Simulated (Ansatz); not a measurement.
**W2CS2 MXene monolayer in a perpendicular field**

Aim: how the W2CS2 MXene monolayer screens a field along its normal, and what the field does to its bands. A positive field points along +c.

Main program and level: Ansatz 0.2.0; plane-wave DFT, PBE-D3(BJ), Ansatz PAW (set soft_1); PAW set soft_1.

## (1) Set-up

The cell holds 5 atoms: 2 S, 2 W and 1 C. Its edges and angles: a = 3.125 Å, b = 3.125 Å, c = 42.950 Å, α = 90.0°, β = 90.0°, γ = 120.0°. Vacuum lies along c.

## (2) Relaxing the slab

The starting cell is a guess, so the in-plane lattice and the atoms are relaxed first, with the slab cut off from its images along the normal.

Input file input.yaml:

```yaml
crystal:
  lattice:
    - [3.125408, 0.0, 0.0]
    - [-1.562704, 2.7066827252, 0.0]
    - [0.0, 0.0, 42.9500848997]
  atoms:
    - { symbol: S, position: [0.3333333333, 0.6666666667, 0.4307325595] }
    - { symbol: W, position: [0.6666666667, 0.3333333333, 0.4712875368] }
    - { symbol: C, position: [0.0, 0.0, 0.5] }
    - { symbol: W, position: [0.3333333333, 0.6666666667, 0.5287124632] }
    - { symbol: S, position: [0.6666666667, 0.3333333333, 0.5692674405] }
  periodic: [true, true, false]
kpoints:
  mp_grid: { grid: [12, 12, 1] }
hamiltonian:
  xc: pbe
  dispersion: d3bj
  pseudopotentials: { kind: paw, azcp: { folder: soft_1 } }
scf:
  occupations: { method: fermi_dirac, width: 0.05 }
  convergence: { dr2_threshold: 1.0e-09 }
relax:
  f_tol: 0.004
  max_steps: 90
  cell: {}
output:
  write_potential: true
  write_density: true
  volumetric_format: npy
```

On the command line:

```console
ansatz run input.yaml --threads 2 --pin off --max-ram 3072MiB --backend cpu --events-out ev --progress --plain --runs-dir out
```

Numbers of over 12 decimals in the logs are rounded to 6 here.

The log of the run:

```text
Warning: relax.cell: scf.convergence.dr2_threshold = 1e-9 eV is looser than the 1.96536856803e-10 eV advised for a relaxation that steers and ends on the stress (1e-10 eV for each atom of the cell: 5, times the square of relax.cell.stress_2d_tol = 0.05 N/m over 16.0 Å (the atoms' height at the walk's start and 5 Å past either face), 3.135e-2 GPa, over a crystal's default 0.05). What an SCF threshold leaves in a stress goes as its square root, and in the free energy as the threshold itself, and one threshold admits the most on a small cell: [figures from the program's tests cut] Set scf.convergence.dr2_threshold to 1.96536856803e-10 eV or tighter. [rest of the remark cut]
Engine: ansatz 0.2.0, aarch64-unknown-linux-gnu
Pseudopotentials: kind: paw
Pseudopotential: S, paw, valence charge 6, recommended cutoff 420 eV (normal), soft_1/S.paw.azcp
Pseudopotential: W, paw, valence charge 14, recommended cutoff 420 eV (normal), soft_1/W.paw.azcp
Pseudopotential: C, paw, valence charge 4, recommended cutoff 420 eV (normal), soft_1/C.paw.azcp
Functional definition: PBE
  parameter kappa = 0.804
  parameter beta = 0.066725
  exchange = pbe_x(kappa = kappa, mu = beta*pi^2/3)
  correlation = pbe_c(beta = beta)
Crystal: 5 atoms, lattice volume = 363.336 Å³
Basis set: ecut = 420 eV, 7067 PW (Γ), exchange–correlation on 48×48×576 points (8 copies of the dense FFT grid, shifted against one another)
Bands: 27, of which v1, the nominal top of the filled ones, is band 22 counted from 1 (21 counted from 0)
Symmetry: 12 space group operations
Space group: P-3m1 (ITA 164), of the structure as read, at distance tolerance 7.1e-5 Å
k-points: 19 of 144
Non-local potential: S, projectors of the file, l = 0: 2, l = 1: 2, l = 2: 1
Non-local potential: W, projectors of the file, l = 0: 3, l = 1: 2, l = 2: 2, l = 3: 1
Non-local potential: C, projectors of the file, l = 0: 2, l = 1: 2, l = 2: 1
PAW form: soft (Blöchl's): semilocal exchange-correlation on the pseudo side does not see the compensation charge
PAW one-centre angular grid: S, 110 points (default); XC on 64 Gauss nodes
PAW one-centre angular grid: W, 590 points (default); XC on 64 Gauss nodes
PAW one-centre angular grid: C, 110 points (default); XC on 64 Gauss nodes
Initial density: superposition of atomic densities (neutral atoms: chi_scale 0, normalization atom)
Initial wavefunctions: pseudopotential atomic-orbital guess
Functional: x = pbe(κ = 0.804, μ = 0.219515), c = pbe(β = 0.066725)
SCF iter   1: F=—  HF=-22831.981530 eV  |F-HF|=—  |Δ(HF+E_count)|=         —  Δρ=4.10e-2  dr2=9.83e0  ethr=3.10e-3  ⟨swp⟩=14.8  Hψ=4178  notcnv=0
preconditioner: auto → LDOS  [metal: Δε(μ)=0.037 eV  Ē_g=8.272 eV  σ=0.050 eV  W_gap=0.18  n_scr=26 (ndim 8)  ℏωp=10.3 eV  f_vac=0.770  D(μ)=3.22/eV (n_scr^D=16)  β→1.0]
SCF iter   2: F=—  HF=-22829.693805 eV  |F-HF|=—  |Δ(HF+E_count)|=    2.29e0  Δρ=1.21e-2  dr2=5.54e-1  ethr=3.10e-3  ⟨swp⟩=5.1  Hψ=1729  notcnv=0  defer=1
SCF iter   3: F=—  HF=-22829.668259 eV  |F-HF|=—  |Δ(HF+E_count)|=   2.55e-2  Δρ=5.77e-3  dr2=2.29e-1  ethr=1.26e-3  ⟨swp⟩=5.4  Hψ=1787  notcnv=0
SCF iter   4: F=—  HF=-22829.607418 eV  |F-HF|=—  |Δ(HF+E_count)|=   6.08e-2  Δρ=2.41e-3  dr2=2.81e-2  ethr=5.21e-4  ⟨swp⟩=3.2  Hψ=1041  notcnv=0
SCF iter   5: F=—  HF=-22829.601638 eV  |F-HF|=—  |Δ(HF+E_count)|=   5.78e-3  Δρ=4.14e-4  dr2=9.43e-4  ethr=6.38e-5  ⟨swp⟩=3.8  Hψ=1469  notcnv=0
SCF iter   6: F=—  HF=-22829.601610 eV  |F-HF|=—  |Δ(HF+E_count)|=   2.73e-5  Δρ=9.43e-5  dr2=2.35e-5  ethr=2.14e-6  ⟨swp⟩=3.2  Hψ=1078  notcnv=0
SCF iter   7: F=—  HF=-22829.601681 eV  |F-HF|=—  |Δ(HF+E_count)|=   7.04e-5  Δρ=2.35e-5  dr2=5.03e-6  ethr=5.34e-8  ⟨swp⟩=4.0  Hψ=1314  notcnv=0
SCF iter   8: F=—  HF=-22829.601677 eV  |F-HF|=—  |Δ(HF+E_count)|=   4.02e-6  Δρ=5.84e-6  dr2=2.08e-7  ethr=1.14e-8  ⟨swp⟩=3.7  Hψ=1087  notcnv=0
SCF iter   9: F=—  HF=-22829.601674 eV  |F-HF|=—  |Δ(HF+E_count)|=   2.60e-6  Δρ=1.31e-6  dr2=8.87e-9  ethr=4.73e-10  ⟨swp⟩=4.2  Hψ=1379  notcnv=0
SCF iter  10: F=-22829.601674 eV  HF=-22829.601674 eV  |F-HF|=4.92e-9  |Δ(HF+E_count)|=   2.28e-8  Δρ=1.91e-7  dr2=9.86e-11  ethr=2.27e-12  ⟨swp⟩=15.3  Hψ=5329  notcnv=0
SCF 1 converged in 10 iterations: F = -22829.601674 eV  dr2 = 9.86e-11
  greatest PAW one-centre occupation: 0.999 electrons in one spin orbital (limit 2), on the W atom at site 3 (counted from 0), in its partial waves of l = 0
relax step   1: F+E_penalty+E_count = -22829.60167431 eV  Δ(F+E_penalty+E_count) = +0.000e0 eV  max|allowed force component| = 1.324e0 eV/Å  Δτ_max = 0.0000 Å  P = -2.862 N/m  Ω = 363.336 Å³  fix = [c, alpha, beta]  reactions: c -0.000 N/m  (10 SCF iters, accepted)
Crystal: 5 atoms, lattice volume = 368.594 Å³
Basis set: ecut = 420 eV, 7127 PW (Γ), exchange–correlation on 48×48×576 points (8 copies of the dense FFT grid, shifted against one another)
Initial density: handed on by an earlier stage of this run
Initial wavefunctions: those handed on with the density
iter 1 solved again at ethr=4.39e-4 eV; its pass at ethr=3.10e-3 eV (dr2=1.93e-1 eV) is discarded
SCF iter   1: F=—  HF=-22829.939854 eV  |F-HF|=—  |Δ(HF+E_count)|=         —  Δρ=6.01e-3  dr2=1.91e-1  ethr=4.39e-4  ⟨swp⟩=2.4  Hψ=5465  notcnv=0
preconditioner: auto → LDOS  [metal: Δε(μ)=0.077 eV  Ē_g=7.997 eV  σ=0.050 eV  W_gap=0.36  n_scr=26 (ndim 8)  ℏωp=10.2 eV  f_vac=0.785  D(μ)=1.40/eV (n_scr^D=10)  β→1.0]
SCF iter   2: F=—  HF=-22829.941847 eV  |F-HF|=—  |Δ(HF+E_count)|=   1.99e-3  Δρ=3.13e-3  dr2=2.17e-1  ethr=4.34e-4  ⟨swp⟩=4.2  Hψ=1032  notcnv=0
SCF iter   3: F=—  HF=-22829.916928 eV  |F-HF|=—  |Δ(HF+E_count)|=   2.49e-2  Δρ=7.24e-4  dr2=4.70e-3  ethr=4.34e-4  ⟨swp⟩=3.9  Hψ=1116  notcnv=0
SCF iter   4: F=—  HF=-22829.916712 eV  |F-HF|=—  |Δ(HF+E_count)|=   2.16e-4  Δρ=1.70e-4  dr2=1.96e-4  ethr=1.07e-5  ⟨swp⟩=3.7  Hψ=1137  notcnv=0
SCF iter   5: F=—  HF=-22829.916714 eV  |F-HF|=—  |Δ(HF+E_count)|=   2.02e-6  Δρ=7.30e-5  dr2=4.42e-5  ethr=4.46e-7  ⟨swp⟩=4.0  Hψ=1364  notcnv=0
SCF iter   6: F=—  HF=-22829.916668 eV  |F-HF|=—  |Δ(HF+E_count)|=   4.56e-5  Δρ=1.83e-5  dr2=1.92e-6  ethr=1.00e-7  ⟨swp⟩=3.2  Hψ=1024  notcnv=0
SCF iter   7: F=—  HF=-22829.916663 eV  |F-HF|=—  |Δ(HF+E_count)|=   5.52e-6  Δρ=8.79e-6  dr2=3.10e-7  ethr=4.37e-9  ⟨swp⟩=3.3  Hψ=1256  notcnv=0
SCF iter   8: F=—  HF=-22829.916663 eV  |F-HF|=—  |Δ(HF+E_count)|=   7.51e-8  Δρ=2.65e-6  dr2=2.96e-8  ethr=7.05e-10  ⟨swp⟩=3.4  Hψ=1080  notcnv=0
SCF iter   9: F=-22829.916663 eV  HF=-22829.916663 eV  |F-HF|=1.08e-8  |Δ(HF+E_count)|=   3.28e-8  Δρ=4.33e-7  dr2=4.69e-10  ethr=2.27e-12  ⟨swp⟩=13.3  Hψ=5879  notcnv=0
[...]
SCF iter   7: F=—  HF=-22829.927417 eV  |F-HF|=—  |Δ(HF+E_count)|=   1.78e-6  Δρ=3.41e-6  dr2=2.27e-8  ethr=7.46e-10  ⟨swp⟩=3.8  Hψ=1317  notcnv=0
SCF iter   8: F=—  HF=-22829.927418 eV  |F-HF|=—  |Δ(HF+E_count)|=   6.93e-7  Δρ=7.26e-7  dr2=1.09e-9  ethr=5.17e-11  ⟨swp⟩=3.7  Hψ=1346  notcnv=0
SCF iter   9: F=-22829.927418 eV  HF=-22829.927418 eV  |F-HF|=1.07e-8  |Δ(HF+E_count)|=   8.11e-8  Δρ=1.28e-7  dr2=3.81e-11  ethr=2.27e-12  ⟨swp⟩=13.4  Hψ=4722  notcnv=0
SCF 3 converged in 9 iterations: F = -22829.927418 eV  dr2 = 3.81e-11
relax step   3: F+E_penalty+E_count = -22829.92741762 eV  Δ(F+E_penalty+E_count) = -1.075e-2 eV  max|allowed force component| = 1.406e0 eV/Å  Δτ_max = 0.1932 Å  P = +7.553 N/m  Ω = 390.556 Å³  energy of the carried Pulay correction = -3.275e-3 eV  fix = [c, alpha, beta]  reactions: c +0.000 N/m  (9 SCF iters, accepted)
[...]
relax step   4: F+E_penalty+E_count = -22830.09683266 eV  Δ(F+E_penalty+E_count) = -1.694e-1 eV  max|allowed force component| = 5.331e-2 eV/Å  Δτ_max = 0.1046 Å  P = +0.194 N/m  Ω = 390.111 Å³  energy of the carried Pulay correction = -3.223e-3 eV  fix = [c, alpha, beta]  reactions: c +0.000 N/m  (9 SCF iters, accepted)
[...]
relax step   5: F+E_penalty+E_count = -22830.09693897 eV  Δ(F+E_penalty+E_count) = -1.063e-4 eV  max|allowed force component| = 4.249e-3 eV/Å  Δτ_max = 0.0014 Å  P = +0.028 N/m  Ω = 390.495 Å³  energy of the carried Pulay correction = -3.268e-3 eV  fix = [c, alpha, beta]  reactions: c +0.000 N/m  (6 SCF iters, accepted)
[...]
relax step   6: F+E_penalty+E_count = -22830.09693835 eV  Δ(F+E_penalty+E_count) = +6.167e-7 eV  max|allowed force component| = 1.592e-4 eV/Å  Δτ_max = 0.0003 Å  P = +0.001 N/m  Ω = 390.516 Å³  energy of the carried Pulay correction = -3.270e-3 eV  fix = [c, alpha, beta]  reactions: c +0.000 N/m  (4 SCF iters, accepted)
[...]
relax step   7: F+E_penalty+E_count = -22830.10156448 eV  Δ(F+E_penalty+E_count) = -4.626e-3 eV  max|allowed force component| = 7.741e-4 eV/Å  Δτ_max = 0.0000 Å  P = +0.064 N/m  Ω = 390.516 Å³  fix = [c, alpha, beta]  reactions: c +0.000 N/m  stress off target by 6.39e-2 N/m on what of the cell is left free  SCF on the basis re-selected at this cell (its energy is not comparable with the rows above)  (6 SCF iters)
[...]
relax step   8: F+E_penalty+E_count = -22830.10154756 eV  Δ(F+E_penalty+E_count) = +1.693e-5 eV  max|allowed force component| = 2.180e-3 eV/Å  Δτ_max = 0.0009 Å  P = -0.003 N/m  Ω = 390.741 Å³  energy of the carried Pulay correction = -2.756e-5 eV  fix = [c, alpha, beta]  reactions: c -0.000 N/m  (5 SCF iters, accepted)
iter 1 solved again at ethr=6.04e-7 eV; its pass at ethr=3.10e-3 eV (dr2=2.66e-4 eV) is discarded
SCF iter   1: F=—  HF=-22830.101496 eV  |F-HF|=—  |Δ(HF+E_count)|=         —  Δρ=3.07e-6  dr2=3.09e-8  ethr=6.04e-7  ⟨swp⟩=6.6  Hψ=6974  notcnv=0
eigensolver tolerance schedule: the retry pair's looser diagonalisation over-reported the residual by 8589.20 of it (diagonalisation noise at an unbounded share of the residual, at the tolerance the schedule requests for it); recorded, not acted on — ethr = c·dr2/N_el stays at c = 1.0e-1
SCF iter   2: F=—  HF=-22830.101573 eV  |F-HF|=—  |Δ(HF+E_count)|=   7.72e-5  Δρ=3.56e-6  dr2=1.55e-7  ethr=7.03e-11  ⟨swp⟩=6.8  Hψ=2436  notcnv=0
SCF iter   3: F=—  HF=-22830.101573 eV  |F-HF|=—  |Δ(HF+E_count)|=   1.47e-8  Δρ=1.20e-6  dr2=1.15e-8  ethr=7.03e-11  ⟨swp⟩=4.1  Hψ=1174  notcnv=0
SCF iter   4: F=—  HF=-22830.101573 eV  |F-HF|=—  |Δ(HF+E_count)|=   3.06e-7  Δρ=5.08e-7  dr2=2.41e-9  ethr=2.62e-11  ⟨swp⟩=3.3  Hψ=1005  notcnv=0
SCF iter   5: F=-22830.101573 eV  HF=-22830.101573 eV  |F-HF|=3.70e-8  |Δ(HF+E_count)|=   2.67e-7  Δρ=2.02e-7  dr2=3.36e-10  ethr=2.27e-12  ⟨swp⟩=15.1  Hψ=5395  notcnv=0
SCF 9 converged in 5 iterations: F = -22830.101573 eV  dr2 = 3.36e-10
relax step   9: F+E_penalty+E_count = -22830.10157310 eV  Δ(F+E_penalty+E_count) = -2.554e-5 eV  max|allowed force component| = 2.168e-3 eV/Å  Δτ_max = 0.0000 Å  P = -0.003 N/m  Ω = 390.741 Å³  fix = [c, alpha, beta]  reactions: c -0.000 N/m  stress off target by 3.29e-3 N/m on what of the cell is left free  SCF on the basis re-selected at this cell (its energy is not comparable with the rows above)  (5 SCF iters)
basis re-selected at this cell: Δ(F+E_penalty+E_count) = -2.554e-5 eV, ΔP = +0.000 N/m vs the last step (what re-selecting the basis moved, of the pressure what is left beyond the Pulay correction that the steps carried, after the strain that the cell walked since its last selection, with what the two solves' SCF thresholds leave and, on support functions, any second-order correction that the steps lacked; it is no m [...]
WARN: The output density's exchange-correlation potential varies sharply where the density is thin. Do not read a vacuum level from v_tot or v_xc, or from such a field of the output density. On a cell that repeats whose density bears no net charge and no dipole along the vacuum's axis use v_es (v_loc + v_h of the components); under efield.dipole_correction with no amplitude use v_es + v_field, which holds any externa [...]
SCF converged after 5 iterations
Free energy (F): -22830.101573 eV
Harris-Foulkes:  -22830.101573 eV  (|F-HF|=3.70e-8)
Internal energy: -22830.087736 eV  (E = F + TS)
E sigma→0 (E₀):  -22830.094655 eV
Entropy (-TS):   -0.013837 eV (-2.767 meV/atom)
Fermi energy:    -4.999733 eV
--- Per-component energies (eV) ---
  E_band       = -1172.019068
  E_kinetic    = 1143.344168
  E_local      = -170466.791160  (includes V_loc(G=0)·N_el)
  E_nonlocal   = 41.757109
  E_hartree    = 84573.695968
  E_xc         = -760.923485
  E_vxc        = -687.131035  (∫ρ·V_xc dr)
  E_paw        = -18472.081590  (= ΣΔE_a)
  E_vpaw       = -350.588375  (= ΣTr[D̂ρ^β])
  E_aug_tail   = 0.000307  (compensation charges beyond the density's cutoff)
  E_ewald      = 81112.646872
  E_disp       = -1.735924  (pairwise vdW)
  E_smearing   = -0.013837  (= −TS)
  E_closure    = -0.000000  (closes the sum)
  Σ components = -22830.101573   (vs F -22830.101573, Δ=0.00e0)
--- Forces (eV/Å), atoms counted from 1 ---
  atom   1  S      0.00000000     0.00000000    -0.00055064
  atom   2  W      0.00000000    -0.00000000     0.00216842
  atom   3  C     -0.00000000    -0.00000000     0.00000000
  atom   4  W      0.00000000     0.00000000    -0.00216842
  atom   5  S     -0.00000000    -0.00000000     0.00055064
  max |Σ_I F_I| component: 3.82e-17 eV/Å
--- 2D stress c σ (N/m, compression-positive) ---
       -0.003292       0.000000       0.000000
        0.000000      -0.003292       0.000000
        0.000000       0.000000      -0.000000
  P = ½ c Tr σ = -0.0033 N/m
--- Band table (eV; the first three rows and the last of 19) ---
  k-point 0: bands = [... 18 lower, -7.5703, -7.5703, -6.1542, -5.6921, -5.6921, -4.3394, -4.3394, -3.9193, ... 1 higher]
  k-point 1: bands = [... 18 lower, -7.7990, -7.4188, -6.6019, -5.6446, -5.4526, -4.3118, -4.1470, -3.5109, ... 1 higher]
  k-point 2: bands = [... 18 lower, -7.7880, -7.5432, -7.2556, -5.6852, -5.1762, -4.1541, -3.5723, -3.5615, ... 1 higher]
  k-point 18: bands = [... 18 lower, -9.2835, -9.2835, -5.7808, -5.7808, -5.5345, -3.3878, -3.3878, -2.6799, ... 1 higher]
  the weakly bound empty levels are not read free of the cell's end (no_gap_told)
--- Relaxed structure (7 steps of the walk, 7 accepted, 2 SCFs on fresh bases) ---
  F+E_penalty+E_count = -22830.10157310 eV   max|allowed force component| = 2.168e-3 eV/Å   (the final SCF, on the basis selected at the relaxed cell)
  cell:  # Å, volume = 390.7406 Å³
    - [3.241133, 0.0, 0]
    - [-1.620567, 2.806904, 0]
    - [0, 0, 42.9500848997]
  atoms:
    - { symbol: S, position: [0.333333, 0.666667, 0.437335] }
    - { symbol: W, position: [0.666667, 0.333333, 0.475084] }
    - { symbol: C, position: [0, 0, 0.500000] }
    - { symbol: W, position: [0.333333, 0.666667, 0.524916] }
    - { symbol: S, position: [0.666667, 0.333333, 0.562665] }
```

Elapsed: 50 s, on 2 threads of Arm Neoverse V2, shared host; peak memory 0.67 GiB.

Relaxation path:

```tsv
step	energy less that of the first step (eV)	largest force component (eV/Å)	volume (Å³)
1	0.0000	1.3244	363.34
2	-0.3150	1.4649	368.59
3	-0.3257	1.4064	390.56
4	-0.4952	0.0533	390.11
5	-0.4953	0.0042	390.50
6	-0.4953	0.0002	390.52
7*	-0.4999	0.0008	390.52
8	-0.4999	0.0022	390.74
9*	-0.4999	0.0022	390.74
```

Relaxation steps marked * repeat the geometry before them on a plane-wave basis chosen anew for their cell, so energy and pressure can jump there.

The run keeps the 12 symmetry operations that it works with, so distortions that break them were not tested.

```tsv
cell as run	before	after	change
a (Å)	3.125	3.241	+3.7 %
b (Å)	3.125	3.241	+3.7 %
```

The atoms that moved most (Å, along periodic axes as changes of fractional coordinates times the final cell, across vacuum about the mean position):

```tsv
atom	dx	dy	dz	length
S5	0.000	0.000	-0.284	0.284
S1	0.000	0.000	0.284	0.284
W4	0.000	0.000	-0.163	0.163
W2	0.000	0.000	0.163	0.163
```

Final coordinates:

```xyz
5
Lattice="3.2411 0.0000 0.0000 -1.6206 2.8069 0.0000 0.0000 0.0000 42.9501" Properties=species:S:1:pos:R:3
S     0.0000    1.8713   18.7836
W     1.6206    0.9356   20.4049
C     0.0000    0.0000   21.4750
W     0.0000    1.8713   22.5452
S     1.6206    0.9356   24.1665
```

Numbers from this step:

- energy at zero smearing: -22830.0947 eV

The lattice constant a goes from 3.125 to 3.241 Å.

(Continued in part 2 of 2.)

[Logs are printed without paths, hosts, clocks, repeated set-up lines and the standing remarks that a program may print on its own settings, such as how far it seeks lower states.]

[Hosts, paths, dates, database ids (printed as entryN), source tags and the programs' standing remarks are cut or masked in the printed files.]

[Maps of the electrostatic potential energy from Ansatz leave out the sawtooth potential of an applied field or a dipole correction, so their vacuum need not be flat; planar profiles and work functions include it.]
